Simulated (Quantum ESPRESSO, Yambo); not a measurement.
# SnO2 (Cassiterite): bands and cutoff in G0W0 with Yambo, part 2 of 2

What does each rung of G0W0 on SnO2 (Cassiterite) cost, and what does it buy?

Quantum ESPRESSO 7.5 and Yambo 5.3.0; PBE and many-body steps on it, plane waves. Known limits of the many-body steps: not at the basis limit; no spin-orbit coupling; coarse k mesh.

So far. Step 2 (Empty states on the mesh, 4×4×4 mesh, 247 bands): On this mesh the gap is 1.289 eV. Step 4 (60 bands, 68 eV): The gap on the mesh goes from 1.29 eV to 2.99 eV, a correction of +1.70 eV.

### Step 5. 121 bands, 122.5 eV

Level of this step: G0W0 on PBE, plane waves, norm-conserving pseudopotentials (Yambo).

gw2.in reads:

```
HF_and_locXC
gw0
dyson
ppa
em1d
rim_cut
RandQpts= 1000000
RandGvec= 1 RL
EXXRLvcs= 84 Ry
VXCRLvcs= 336 Ry
Chimod= "HARTREE"
% BndsRnXp
 1 | 121 |
%
NGsBlkXp= 9 Ry
% LongDrXp
 1 | 1 | 1 |
%
% GbndRnge
 1 | 121 |
%
DysSolver= "n"
ExtendOut
PPAPntXp= 27.21138 eV
% QPkrange
 1 | 1 | 33 | 36 |
%
```

Run with:

```sh
$ OMP_NUM_THREADS=1 mpirun -n 4 yambo -F gw2.in -J gw2 -C gw2 > gw2.log
```

Output:

```text
 Yambo, version 5.3.0

 [02] CORE Variables Setup
 =========================

  [... cell, symmetries and grids as in the set-up ...]

  [02.05] Energies & Occupations
  ==============================

  [X] === General ===
  [X] Electronic Temperature                        :  0.000000  0.000000 [eV K]
  [X] Bosonic    Temperature                        :  0.000000  0.000000 [eV K]
  [X] Finite Temperature mode                       : no
  [X] El. density                                   :  0.95062E+24 [cm-3]
  [X] Fermi Level                                   :  11.24816 [eV]

  [X] === Gaps and Widths ===
  [X] Conduction Band Min                           :  1.288876 [eV]
  [X] Valence Band Max                              :  0.000000 [eV]
  [X] Filled Bands                                  :   34
  [X] Empty Bands                                   :   35  247
  [X] Direct Gap                                    :  1.288876 [eV]
  [X] Direct Gap localized at k                     :  1
  [X] Indirect Gap                                  :  1.288876 [eV]
  [X] Indirect Gap between kpts                     :  1  1
  [X] Last valence band width                       :  1.252527 [eV]
  [X] 1st conduction band width                     :  5.193998 [eV]

 [03] Transferred momenta grid and indexing
 ==========================================

 IBZ Q-points                                      :  21
 BZ  Q-points                                      :   64

 K/Q-points units:
 rlu = crystal or reduced units; cc = cartesian coordinates; iku = interal k-units

 Q [ 1]         [rlu]:  0.000000  0.000000  0.000000
 Q [ 2]         [rlu]:  0.000000  0.000000  0.250000
 Q [ 3]         [rlu]:  0.000000  0.000000 -0.500000
[...]
================================================

 [VXC] Plane waves :   50163
 [EXS] Plane waves :   6281

 QP @ state[ 1 ] K range:  1  1
 QP @ state[ 1 ] b range:   33   36

 [xc] Functional : Perdew, Burke & Ernzerhof(X)+Perdew, Burke & Ernzerhof(C)
 [xc] LIBXC used to calculate xc functional
  PP Number of Atomic Species                      :  2
  NLCC RL compoments                               :   50163
  PP Number of Atomic Species                      :  2
  NLCC RL compoments                               :   50163

 [xc] E_xc :  -50.05440 [Ha]
      E_xc :  -100.1088 [Ry]

  Local XC kind (lXC) : Perdew, Burke & Ernzerhof(X)+Perdew, Burke & Ernzerhof(C)
  Non-Local XC kind (nlXC) : Hartree-Fock

  Corrections @ K [1] :  [eV]
 <33|nlXC|33> = -25.49616 -0.37216E-17 <33|lXC|33> = -19.98046  0.94408E-16
 <34|nlXC|34> = -26.18291  0.10889E-16 <34|lXC|34> = -20.31378 -0.62041E-23
 <35|nlXC|35> = -12.63275  0.61482E-17 <35|lXC|35> = -16.49766  0.40569E-19
 <36|nlXC|36> = -10.66763  0.35746E-17 <36|lXC|36> = -16.29486  0.18884E-15

 [08] Dyson equation: Newton solver
 ==================================

  [08.01] G0W0 (W PPA)
  ====================

  [  GW  ] Bands range     :    1  121
  [GW/PPA] G damping       :  0.100000 [eV]

  QP @ state[ 1 ] K range:  1  1
  QP @ state[ 1 ] b range:   33   36

   Sc/G bands                                       :    1  121
   Sc/G damping                                     :  0.100000 ev
   Sc bands terminator                              : no
   Sx RL components                                 :   6281

   QP @ state[ 1 ] K range                          :  1  1
   QP @ state[ 1 ] b range                          :   33   36
   GF energies kind                                 : Perdew, Burke & Ernzerhof(X)+Perdew, Burke & Ernzerhof(C)
   GF WF`s kind                                     : Perdew, Burke & Ernzerhof(X)+Perdew, Burke & Ernzerhof(C)
   Xs energies kind                                 : Perdew, Burke & Ernzerhof(X)+Perdew, Burke & Ernzerhof(C)
   Xs WF`s kind                                     : Perdew, Burke & Ernzerhof(X)+Perdew, Burke & Ernzerhof(C)

 [11] Game Over & Game summary
```

Elapsed: 6.1 min, on 4 MPI ranks of Arm Neoverse V1, shared host; peak memory 4 GiB; 24 min of CPU time.

This step gave:

```yaml
g0w0_gap_on_the_points_computed: 2.727 eV
starting_gap_on_the_mesh: 1.289 eV
k_of_the_valence_top: 0, 0, 0
k_of_the_conduction_bottom: 0, 0, 0
least_direct_g0w0_gap_on_the_computed_points: 2.727 eV
z_at_the_valence_top: 0.7874
z_at_the_conduction_bottom: 0.8407
```

Against G0W0 in Yambo (4×4×4 mesh, 60 bands, screening to 68 eV, Godby-Needs plasmon pole), the gap moves by −0.263 eV.

### Step 6. 247 bands, 190.5 eV

gw3.in reads:

```
HF_and_locXC
gw0
dyson
ppa
em1d
rim_cut
RandQpts= 1000000
RandGvec= 1 RL
EXXRLvcs= 84 Ry
VXCRLvcs= 336 Ry
Chimod= "HARTREE"
% BndsRnXp
 1 | 247 |
%
NGsBlkXp= 14 Ry
% LongDrXp
 1 | 1 | 1 |
%
% GbndRnge
 1 | 247 |
%
DysSolver= "n"
ExtendOut
PPAPntXp= 27.21138 eV
% QPkrange
 1 | 1 | 33 | 36 |
%
```

Run with:

```sh
$ OMP_NUM_THREADS=1 mpirun -n 4 yambo -F gw3.in -J gw3 -C gw3 > gw3.log
```

Output:

```text
 Yambo, version 5.3.0

 [02] CORE Variables Setup
 =========================

  [... cell, symmetries and grids as in the set-up ...]

  [02.05] Energies & Occupations
  ==============================

  [X] === General ===
  [X] Electronic Temperature                        :  0.000000  0.000000 [eV K]
  [X] Bosonic    Temperature                        :  0.000000  0.000000 [eV K]
  [X] Finite Temperature mode                       : no
  [X] El. density                                   :  0.95062E+24 [cm-3]
[...]
Sx RL components                                 :   6281

   QP @ state[ 1 ] K range                          :  1  1
   QP @ state[ 1 ] b range                          :   33   36
   GF energies kind                                 : Perdew, Burke & Ernzerhof(X)+Perdew, Burke & Ernzerhof(C)
   GF WF`s kind                                     : Perdew, Burke & Ernzerhof(X)+Perdew, Burke & Ernzerhof(C)
   Xs energies kind                                 : Perdew, Burke & Ernzerhof(X)+Perdew, Burke & Ernzerhof(C)
   Xs WF`s kind                                     : Perdew, Burke & Ernzerhof(X)+Perdew, Burke & Ernzerhof(C)

 [11] Game Over & Game summary
```

Run time: 27 min. Hardware: 4 MPI ranks; peak memory 4 GiB.

This step gave:

* G0W0 gap on the points computed: 2.752 eV
* starting gap on the mesh: 1.289 eV
* k of the valence top: 0, 0, 0
* k of the conduction bottom: 0, 0, 0
* least direct G0W0 gap on the computed points: 2.752 eV

Against G0W0 in Yambo (4×4×4 mesh, 121 bands, screening to 122.5 eV, Godby-Needs plasmon pole), the gap moves by +0.026 eV.

### Step 7. The runs together

Times are wall times on 4 MPI ranks of Arm Neoverse V1, shared host, good to a factor of about two.

```
                run   mesh  bands  screening cutoff (eV)  DFT gap (eV)  gap on the mesh (eV)  direct (eV)     time
    60 bands, 68 eV  4×4×4     60                     68         1.289                 2.990        2.990     90 s
121 bands, 122.5 eV  4×4×4    121                  122.5         1.289                 2.727        2.727  6.1 min
247 bands, 190.5 eV  4×4×4    247                  190.5         1.289                 2.752        2.752   27 min
```

### Step 8. Summary of results

* 60 bands, 68 eV: 2.990 eV
* 121 bands, 122.5 eV: 2.727 eV
* 247 bands, 190.5 eV: 2.752 eV
* known limits: not at the basis limit; no spin-orbit coupling; coarse k mesh

From the first rung to the last the gap moves by −0.24 eV for 18 times the time. The gap turns back along the series, so no limit is drawn from it. In the G0W0 runs levels were corrected at 1 k point alone, so a gap called «on the mesh» is the least over those, and an edge elsewhere would be missed. The 4×4×4 mesh is coarse for this cell, which bears on the long-range parts of exchange and screening. The many-body steps are scalar-relativistic: spin-orbit coupling is not in them.

[Paths, hosts, dates, memory and timing lines, banners, echoed tables and standing remarks are left out of the program output.]

[Logs are printed without paths, hosts, clocks, repeated set-up lines and the standing remarks that a program may print on its own settings, such as how far it seeks lower states.]

[Runs of the session that timed out or met a known fault of the program may be left out.]

[Hosts, paths, dates, database ids (printed as entryN), source tags and the programs' standing remarks are cut or masked in the printed files.]
